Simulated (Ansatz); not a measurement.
# AgB (hypothetical, Pm-3m): phonons against volume, part 3 of 5

Aim: how the vibrations of AgB (hypothetical) shift with volume, and the expansion that follows. The crystal structure is hypothetical: it was made by swapping elements on a known structure type.

Ansatz 0.2.0; DFT PBEsol, scalar-relativistic, plane waves, PAW.

So far. Step 2 (A first coarse run): The start is under -16 GPa at this level and looks like a metal on this mesh. Step 5 (Relaxing to small residual forces and stress): The residual pressure is -4.0e-4 GPa, small enough for phonons.

**6. Lattice dynamics at this volume, V/V0 1**

The same q-mesh and k-mesh are kept at every volume, so that much of their error can cancel in the differences.

Contents of input.yaml:

```yaml
crystal:
  lattice:
    - [2.8609203513, 0.0, 0.0]
    - [0.0, 2.8609203513, 0.0]
    - [0.0, 0.0, 2.8609203513]
  atoms:
    - { symbol: B, position: [0.5, 0.5, 0.5] }
    - { symbol: Ag, position: [0.0, 0.0, 0.0] }
kpoints:
  mp_grid: { grid: [16, 16, 16] }
hamiltonian:
  xc: pbesol
scf:
  occupations: { method: methfessel_paxton, width: 0.2 }
output:
  eigenvalues: true
phonons:
  method: dfpt
  qmesh: [4, 4, 4]
  temperatures: { t_max: 1000, t_step: 50 }
  qpath:
    path:
      - [[0.0, 0.0, 0.0], [0.0, 0.5, 0.0], [0.5, 0.5, 0.0], [0.0, 0.0, 0.0], [0.5, 0.5, 0.5], [0.0, 0.5, 0.0]]
      - [[0.5, 0.5, 0.5], [0.5, 0.5, 0.0]]
    npoints: 10
```

Launch:

```bash
ansatz run input.yaml --threads 4 --pin off --max-ram 8192MiB --backend cpu --events-out ev --progress --plain --runs-dir out
```

Numbers of over 12 decimals in the logs are rounded to 6 here.

Log:

```text
[...]
Crystal: 2 atoms, lattice volume = 23.416 Å³
Basis set: ecut = 420 eV, 461 PW (Γ), exchange–correlation on 40×40×40 points (8 copies of the dense FFT grid, shifted against one another)
Bands: 15, of which v1, the nominal top of the filled ones, is band 11 counted from 1 (10 counted from 0)
Symmetry: 48 space group operations
k-points: 165 of 4096
[...]
SCF iter   1: F=—  HF=-7672.294778 eV  |F-HF|=—  |Δ(HF+E_count)|=         —  Δρ=1.05e-2  dr2=2.07e-2  ethr=1.77e-3  ⟨swp⟩=4.2  Hψ=10746  notcnv=0
[...]
SCF iter   7: F=-7672.288166 eV  HF=-7672.288166 eV  |F-HF|=9.09e-13  |Δ(HF+E_count)|=  1.00e-11  S|Δr|=    0.00e0  Δρ=2.30e-8  dr2=7.11e-14  ethr=1.00e-12  ⟨swp⟩=5.0  Hψ=9079  notcnv=0
the search or the solves at the SCF's close seem to have found levels that the self-consistency loop had missed (the run counts 1). By its estimate they hold under 1e-12 electrons; where the run keeps them, the occupations were computed again with them
SCF 1 converged in 7 iterations: F = -7672.288166 eV  dr2 = 7.11e-14
[...]
SCF iter   2: F=-7672.288166 eV  HF=-7672.288166 eV  |F-HF|=6.37e-12  |Δ(HF+E_count)|=  1.76e-10  S|Δr|=    0.00e0  Δρ=1.13e-7  dr2=2.99e-12  ethr=1.00e-12  ⟨swp⟩=4.6  Hψ=8740  notcnv=0
SCF 2 converged in 2 iterations: F = -7672.288166 eV  dr2 = 2.99e-12
phonons: the bands overlap, so this run is a metal and interpolates without the dipole-dipole term. If the crystal is really an insulator or semiconductor, its LO-TO splitting is missing
NSCF: frozen V_eff on 165 k-points
[...]
DFPT response loops at q = (0, 0, 0) (fractional): preconditioner auto → Kerker (q_TF=auto, 2.700 Å⁻¹) (partly filled bands, converged f_vac=0.000); β = 1.00, the filter's whole step (`scf.mixing.beta` (0.50) is not read by the response loops under this deck's `scf.mixing.preconditioner`; to damp them name `kerker` or `kerker_dos`, under which they read `scf.mixing.beta`, and type it under 1.00, their step now; both keys bind the ground state too); Broyden in place of MSR1
[...]
SCF converged after 7 iterations
[...]
Free energy (F): -7672.288166 eV
[...]
Internal energy: -7672.288959 eV  (E = F + TS)
E sigma→0 (E₀):  -7672.288364 eV
Entropy (-TS):   0.000793 eV (0.396 meV/atom)
Fermi energy:    16.745522 eV
[...]
--- Band table (eV; the first three rows and the last of 165) ---
  k-point 0: bands = [... 7 lower, 11.9683, 11.9683, 11.9683, 18.5087, 18.5087, 18.5087, 25.4615, 29.0173]
  k-point 1: bands = [... 7 lower, 11.9093, 11.9093, 11.9722, 18.2189, 18.6179, 18.6179, 25.5923, 28.9546]
  k-point 2: bands = [... 7 lower, 11.7487, 11.7487, 11.9833, 17.4833, 18.9272, 18.9272, 25.8655, 28.7753]
  k-point 164: bands = [... 7 lower, 12.8393, 12.8393, 14.0991, 19.3069, 19.3069, 19.3069, 20.9071, 20.9071]
--- Phonons (Γ-DFPT): 2 representative perturbations + reference (Σ response iterations 7) ---
  ASR residual: 9.261e-6 → 0.000e0 eV/Å²; symmetrization residual: 8.964e-7 eV/Å²
  ASR residual per site (eV/Å²): 3.07e-7 9.26e-6
  Γ frequencies (cm⁻¹): 0.00 0.00 0.00 187.54 187.54 187.54
--- Phonons (arbitrary-q DFPT): 10 irreducible q on the 4×4×4 mesh ---
  q = [0.0000, 0.0000, 0.0000] (star 1, of the zone-centre solve; hermiticity 1.41e-6, symmetrization 7.84e-12): -0.00 -0.00 0.00 187.54 187.54 187.54
  q = [0.0000, 0.0000, 0.2500] (star 6, 4 solved perturbations in 4032 linear systems a pass and spin channel, the states on 1296 of 4096 k-point pairs; hermiticity 3.10e-7, symmetrization 1.75e-12): -12.38 -12.38 119.30 190.29 190.29 217.53
[...]
q = [0.0000, 0.2500, -0.5000] (star 12, 6 solved perturbations on 1296 of 4096 k-point pairs; hermiticity 9.24e-8, symmetrization 7.30e-10): 64.52 91.59 113.14 228.33 238.45 239.42
[...]
sum rule: each row above includes the acoustic sum rule's correction from the zone centre's row sums; it moved no ω² by more than (0.15 cm⁻¹)²
  mesh force constants: q→R imaginary residual 2.50e-18; ASR residual 9.261e-6 → 0.000e0 eV/Å²; symmetrization residual 5.329e-15 eV/Å²
  interpolated dispersion: 62 rows × 6 modes
  density of states and harmonic sums: on the 24×24×24 q-mesh, interpolated from the force constants of a 4×4×4 supercell (no non-analytic term)
  largest difference from the sums on the solved wave vectors: F 1.32e-1 eV, S 1.70e-4 and C_V 4.02e-5 eV/K
  zero-point energy: 0.051837 eV/cell   skipped modes (ω ≤ 0): 308, of them read as no rigid motion or as one in doubt: 305 (5.639e-1 modes/cell left out, lowest -141.74 cm⁻¹)   left out of the sums: 9.40e-2 of the cell's modes: C_V's classical limit lies that fraction below 3 k_B per atom; for a crystal, a wire or a layer, F and S can be off by more, and a phonons.interpolated_qmesh denser along its periods is the remedy for the sampling
```

Run time: 4.8 min. Hardware: 4 threads of Arm Neoverse V1, shared host; peak memory 2.1 GiB.

This step gave:

| Item | Value |
| --- | --- |
| Γ frequencies | 0, 0, 0, 187.5, 187.5, 187.5 cm⁻¹ (negative: imaginary) |
| lowest frequency on the path | -141.7 cm⁻¹ |
| point group | m-3m |
| highest frequency | 304.7 cm⁻¹ |

No LO-TO term. The phonon branches at the labelled points (cm⁻¹):

| point | branch 1 | branch 2 | branch 3 | branch 4 | branch 5 | branch 6 |
| --- | --- | --- | --- | --- | --- | --- |
| Γ | 0 | 0 | 0 | 188 | 188 | 188 |
| halfway | -12 | -12 | 119 | 190 | 190 | 218 |
| X | 40 | 40 | 168 | 188 | 188 | 274 |
| halfway | 64 | 92 | 113 | 228 | 238 | 239 |
| M | -54 | -54 | 68 | 236 | 236 | 250 |
| halfway | 42 | 52 | 119 | 207 | 216 | 238 |
| Γ | 0 | 0 | 0 | 188 | 188 | 188 |
| halfway | -21 | -21 | 116 | 195 | 195 | 305 |
| R | -142 | -142 | -142 | 149 | 149 | 149 |
| halfway | -49 | 110 | 114 | 156 | 190 | 266 |
| X | 40 | 40 | 168 | 188 | 188 | 274 |
| jump to R | -142 | -142 | -142 | 149 | 149 | 149 |
| halfway | -113 | -113 | 117 | 182 | 192 | 192 |
| M | -54 | -54 | 68 | 236 | 236 | 250 |

The phonon branches as a text plot (rows in cm⁻¹):

```
    295 |                              ****
    277 |      ***                                   *  **
    258 |         *    *             **             * **
    240 |    **    ***********             *       *  **      ***
    221 |   *     **       ****     *                         **
    202 |  *     **          ****      **         *  *  *
    184 |*********             ********  ** *      *******  **
    165 |      ***                         * *   ** *   ** *
    147 |     *   *                         ******     *  * *
    128 |   **     *       **                     ** **    **
    109 |                 *  **        ****        **        *
     91 |          **    *     *     **    *       * **       *
     72 |  *      * *******     *   *             *   **   *   **
     54 | *      *** *     ***                       *  *
     35 |*     ***    *   ****** * *                     *
     16 |    **       *        *** ****           *
     -2 |*              *       ***    *
    -21 | ***            *              *
    -39 |               *                ** *
    -58 |              *                            *           *
    -77 |                                  *     *            **
    -95 |                                        * *
   -114 |                                   **               *
   -132 |                                    ******       ***
         Γ      X      M          Γ            R        X|R     M
```

The phonon density of states has structure finer than the step of the table below, so its rows give means over 20 cm⁻¹, whole bins alone (the curve runs from -142 to 308 cm⁻¹). Peaks (cm⁻¹: height): 67.5: 0.0333, 117.5: 0.0325, 187.5: 0.0602, 247.5: 0.0251.

Tetrahedra on 24 24 24, mean over bins of 5 cm⁻¹. Table of phonon density of states by wavenumber; means over each step:

wavenumber (cm⁻¹), phonon density of states (1/cm⁻¹/cell) and a bar:
```
     -120     0.0032 
     -100     0.0040 #
      -80     0.0044 #
      -60     0.0047 #
      -40     0.0040 #
      -20     0.0038 
        0     0.0059 ##
       20     0.0112 #######
       40     0.0187 #############
       60     0.0262 ####################
       80     0.0184 #############
      100     0.0133 #########
      120     0.0245 ###################
      140     0.0098 ######
      160     0.0071 ###
      180     0.0230 #################
      200     0.0377 ##############################
      220     0.0290 ######################
      240     0.0214 ################
      260     0.0194 ##############
      280     0.0077 ####
```

The modes has structure finer than the step of the table below, so its rows give means over 10 cm⁻¹, whole bins alone (the curve runs from -149 to 322 cm⁻¹). Peaks (cm⁻¹: height): Ag 67.3: 0.0294, 120.7: 0.0277, 188.9: 0.00998; B 188.9: 0.0461, 251.2: 0.0239.

Phonopy on the run's constants, 19x19x19 mesh, Gaussian sigma 3.4 cm⁻¹. Modes against wavenumber; means over each step; values in 1/cm⁻¹/cell:

| wavenumber (cm⁻¹) | Ag | B |
| --- | --- | --- |
| -140 | 6.8e-5 | 0.00116 |
| -130 | 3.0e-4 | 0.00216 |
| -120 | 5.4e-4 | 0.00263 |
| -110 | 8.8e-4 | 0.00328 |
| -100 | 0.00113 | 0.00298 |
| -90 | 0.00154 | 0.00296 |
| -80 | 0.00160 | 0.00256 |
| -70 | 0.00195 | 0.00257 |
| -60 | 0.00242 | 0.00262 |
| -50 | 0.00197 | 0.00203 |
| -40 | 0.00301 | 0.00303 |
| -30 | 0.00150 | 0.00129 |
| -20 | 0.00284 | 0.00245 |
| -10 | 0.00361 | 0.00107 |
| 0 | 0.00190 | 3.5e-4 |
| 10 | 0.00495 | 0.00106 |
| 20 | 0.00835 | 0.00227 |
| 30 | 0.0125 | 0.00359 |
| 40 | 0.0149 | 0.00330 |
| 50 | 0.0186 | 0.00367 |
| 60 | 0.0225 | 0.00326 |
| 70 | 0.0253 | 0.00270 |
| 80 | 0.0153 | 0.00214 |
| 90 | 0.0117 | 0.00239 |
| 100 | 0.0103 | 0.00159 |
| 110 | 0.0179 | 0.00266 |
| 120 | 0.0253 | 0.00298 |
| 130 | 0.0127 | 0.00179 |
| 140 | 0.00791 | 0.00191 |
| 150 | 0.00577 | 0.00231 |
| 160 | 0.00417 | 0.00210 |
| 170 | 0.00440 | 0.00493 |
| 180 | 0.00556 | 0.0119 |
| 190 | 0.00879 | 0.0397 |
| 200 | 0.00765 | 0.0271 |
| 210 | 0.00740 | 0.0228 |
| 220 | 0.00685 | 0.0213 |
| 230 | 0.00667 | 0.0206 |
| 240 | 0.00330 | 0.0167 |
| 250 | 0.00202 | 0.0206 |
| 260 | 0.00183 | 0.0165 |
| 270 | 0.00137 | 0.0126 |
| 280 | 5.8e-4 | 0.00638 |
| 290 | 2.8e-4 | 0.00417 |
| 300 | 9.6e-5 | 0.00177 |
| 310 | 6.6e-6 | 1.6e-4 |

No LO-TO term. Modes at Γ, with each element's share of the kinetic energy:

| mode | frequency (cm⁻¹) | symmetry | B % | Ag % |
| --- | --- | --- | --- | --- |
| 1 | 0.0 | T1u | 9 | 91 |
| 2 | 0.0 | T1u | 9 | 91 |
| 3 | 0.0 | T1u | 9 | 91 |
| 4 | 187.5 | T1u | 91 | 9 |
| 5 | 187.5 | T1u | 91 | 9 |
| 6 | 187.5 | T1u | 91 | 9 |

Displacements in mode 5 (187.5 cm⁻¹), the largest set to 1:
```
B1   0.00  0.88  1.00
Ag2  0.00 -0.09 -0.10
```

The lowest solved frequency is -142 cm⁻¹, so the cell is unstable here and gives no valid free energy.

**7. A cell at another volume, V/V0 1.015**

Symmetry fixes every atom, so a single point at the scaled cell gives the energy and pressure of this member.

The cell differs from the one that the last finished run ended in (a 2.861 → 2.875 Å, b 2.861 → 2.875 Å, c 2.861 → 2.875 Å).

input.yaml, the sections that differ from step 6:

```yaml
crystal:
  lattice:
    - [2.8751540202, 0.0, 0.0]
    - [0.0, 2.8751540202, 0.0]
    - [0.0, 0.0, 2.8751540202]
  atoms:
    - { symbol: B, position: [0.5, 0.5, 0.5] }
    - { symbol: Ag, position: [0.0, 0.0, 0.0] }
output:
  forces: true
  stress: true
  eigenvalues: true
  write_density: true
  write_potential: true
  elf: true
  volumetric_format: npy
# kpoints, hamiltonian, scf: as in step 6
# phonons: removed
```

Log:

```text
[...]
Crystal: 2 atoms, lattice volume = 23.767 Å³
Basis set: ecut = 420 eV, 461 PW (Γ), exchange–correlation on 40×40×40 points (8 copies of the dense FFT grid, shifted against one another)
Bands: 15, of which v1, the nominal top of the filled ones, is band 11 counted from 1 (10 counted from 0)
Symmetry: 48 space group operations
[...]
k-points: 165 of 4096
[...]
SCF iter   1: F=—  HF=-7672.292185 eV  |F-HF|=—  |Δ(HF+E_count)|=         —  Δρ=1.02e-2  dr2=1.99e-2  ethr=1.77e-3  ⟨swp⟩=4.2  Hψ=10749  notcnv=0
[...]
SCF iter   5: F=-7672.285771 eV  HF=-7672.285771 eV  |F-HF|=6.19e-9  |Δ(HF+E_count)|=   3.04e-7  S|Δr|=    0.00e0  Δρ=6.90e-6  dr2=8.17e-9  ethr=4.55e-10  ⟨swp⟩=7.7  Hψ=15041  notcnv=0
SCF 1 converged in 5 iterations: F = -7672.285771 eV  dr2 = 8.17e-9
[...]
SCF converged after 5 iterations
[...]
Free energy (F): -7672.285771 eV
[...]
Internal energy: -7672.286619 eV  (E = F + TS)
E sigma→0 (E₀):  -7672.285983 eV
Entropy (-TS):   0.000848 eV (0.424 meV/atom)
Fermi energy:    16.404834 eV
[...]
--- Stress (GPa, compression-positive) ---
       -2.151447      -0.000000       0.000000
        0.000000      -2.151447       0.000000
        0.000000       0.000000      -2.151447
  P = ⅓ Tr σ = -2.1514 GPa (-21.514 kbar)
--- Band table (eV; the first three rows and the last of 165) ---
  k-point 0: bands = [... 7 lower, 11.6890, 11.6890, 11.6890, 18.1898, 18.1898, 18.1898, 24.9443, 28.6103]
  k-point 1: bands = [... 7 lower, 11.6317, 11.6317, 11.6927, 17.8998, 18.2965, 18.2965, 25.0772, 28.5514]
  k-point 2: bands = [... 7 lower, 11.4758, 11.4758, 11.7035, 17.1651, 18.5991, 18.5991, 25.3565, 28.3829]
  k-point 164: bands = [... 7 lower, 12.5379, 12.5379, 13.7543, 18.9381, 18.9381, 18.9381, 20.5734, 20.5734]
```

The job ended after 1.1 s (4 threads; peak memory 0.37 GiB).

Numbers from this step:

| Item | Value |
| --- | --- |
| pressure | -2.151 GPa |
| volume per atom | 11.88 Å³ |

Valence density in the ac plane at fractional y = 0.000, with atoms of Ag within 0.2 Å of it. It is the smooth field of the valence electrons, not physical close to the nuclei.

Values in e/Å³, 15 rows by 15 columns:
```
18 16 11  6  2  1  0  0  0  0  1  2  6 11 16
13 11  7  4  1  1  0  0  0  0  1  1  4  7 11
 6  6  4  2  1  0  0  0  0  0  0  1  2  4  6
 2  2  1  1  0  0  0  0  0  0  0  0  1  1  2
 1  1  1  0  0  0  0  0  0  0  0  0  0  1  1
 0  0  0  0  0  0  0  0  0  0  0  0  0  0  0
 0  0  0  0  0  0  0  0  0  0  0  0  0  0  0
 0  0  0  0  0  0  0  0  0  0  0  0  0  0  0
 0  0  0  0  0  0  0  0  0  0  0  0  0  0  0
 1  1  1  0  0  0  0  0  0  0  0  0  0  1  1
 2  2  1  1  0  0  0  0  0  0  0  0  1  1  2
 6  6  4  2  1  0  0  0  0  0  0  1  2  4  6
13 11  7  4  1  1  0  0  0  0  1  1  4  7 11
18 16 11  6  2  1  0  0  0  0  1  2  6 11 16
21 18 13  6  2  1  0  0  0  0  1  2  6 13 18
```
Columns run along a (2.9 Å), rows up along c (2.9 Å). Atoms in or near the plane, at fractional coordinates: Ag at (0.00, 0.00).

Electrostatic potential energy in the ac plane at fractional y = 0.000, with atoms of Ag within 0.2 Å of it. With pseudopotentials it is smooth inside the atoms' cores, unlike the true potential.

Values in eV, 15 rows by 15 columns:
```
-28 -28 -24 -17  -8   5  13  16  16  13   5  -8 -17 -24 -28
-26 -24 -20 -13  -3   8  14  16  16  14   8  -3 -13 -20 -24
-18 -17 -13  -6   3  12  16  17  17  16  12   3  -6 -13 -17
 -9  -8  -3   3  11  15  17  18  18  17  15  11   3  -3  -8
  3   5   8  12  15  16  18  18  18  18  16  15  12   8   5
 13  13  14  16  17  18  18  18  18  18  18  17  16  14  13
 15  16  16  17  18  18  18  18  18  18  18  18  17  16  16
 15  16  16  17  18  18  18  18  18  18  18  18  17  16  16
 13  13  14  16  17  18  18  18  18  18  18  17  16  14  13
  3   5   8  12  15  16  18  18  18  18  16  15  12   8   5
 -9  -8  -3   3  11  15  17  18  18  17  15  11   3  -3  -8
-18 -17 -13  -6   3  12  16  17  17  16  12   3  -6 -13 -17
-26 -24 -20 -13  -3   8  14  16  16  14   8  -3 -13 -20 -24
-28 -28 -24 -17  -8   5  13  16  16  13   5  -8 -17 -24 -28
-28 -28 -26 -18  -9   3  13  15  15  13   3  -9 -18 -26 -28
```
Columns run along a (2.9 Å; values clipped at the 3rd and 97th percentile), rows up along c (2.9 Å). Atoms in or near the plane, at fractional coordinates: Ag at (0.00, 0.00).

ELF in the ac plane at fractional y = 0.000, with atoms of Ag within 0.2 Å of it. It is the smooth field of the valence electrons, not physical close to the nuclei.

Values, 15 rows by 15 columns:
```
0.82 0.77 0.67 0.56 0.43 0.27 0.17 0.15 0.15 0.17 0.27 0.43 0.56 0.67 0.77
0.70 0.67 0.59 0.49 0.36 0.23 0.16 0.16 0.16 0.16 0.23 0.36 0.49 0.59 0.67
0.59 0.56 0.49 0.38 0.27 0.19 0.17 0.18 0.18 0.17 0.19 0.27 0.38 0.49 0.56
0.45 0.43 0.36 0.27 0.20 0.17 0.19 0.21 0.21 0.19 0.17 0.20 0.27 0.36 0.43
0.29 0.27 0.23 0.19 0.17 0.19 0.22 0.23 0.23 0.22 0.19 0.17 0.19 0.23 0.27
0.17 0.17 0.16 0.17 0.19 0.22 0.24 0.25 0.25 0.24 0.22 0.19 0.17 0.16 0.17
0.15 0.15 0.16 0.18 0.21 0.23 0.25 0.26 0.26 0.25 0.23 0.21 0.18 0.16 0.15
0.15 0.15 0.16 0.18 0.21 0.23 0.25 0.26 0.26 0.25 0.23 0.21 0.18 0.16 0.15
0.17 0.17 0.16 0.17 0.19 0.22 0.24 0.25 0.25 0.24 0.22 0.19 0.17 0.16 0.17
0.29 0.27 0.23 0.19 0.17 0.19 0.22 0.23 0.23 0.22 0.19 0.17 0.19 0.23 0.27
0.45 0.43 0.36 0.27 0.20 0.17 0.19 0.21 0.21 0.19 0.17 0.20 0.27 0.36 0.43
0.59 0.56 0.49 0.38 0.27 0.19 0.17 0.18 0.18 0.17 0.19 0.27 0.38 0.49 0.56
0.70 0.67 0.59 0.49 0.36 0.23 0.16 0.16 0.16 0.16 0.23 0.36 0.49 0.59 0.67
0.82 0.77 0.67 0.56 0.43 0.27 0.17 0.15 0.15 0.17 0.27 0.43 0.56 0.67 0.77
0.87 0.82 0.70 0.59 0.45 0.29 0.17 0.15 0.15 0.17 0.29 0.45 0.59 0.70 0.82
```
Columns run along a (2.9 Å), rows up along c (2.9 Å). Atoms in or near the plane, at fractional coordinates: Ag at (0.00, 0.00).

(Continued in part 4 of 5.)

[Logs are printed without paths, hosts, clocks, repeated set-up lines and the standing remarks that a program may print on its own settings, such as how far it seeks lower states.]

[Hosts, paths, dates, database ids (printed as entryN), source tags and the programs' standing remarks are cut or masked in the printed files.]

[A step with changed settings may run another functional than the one named; its input shows which.]

[Of the runs on displaced cells, only some may be shown.]
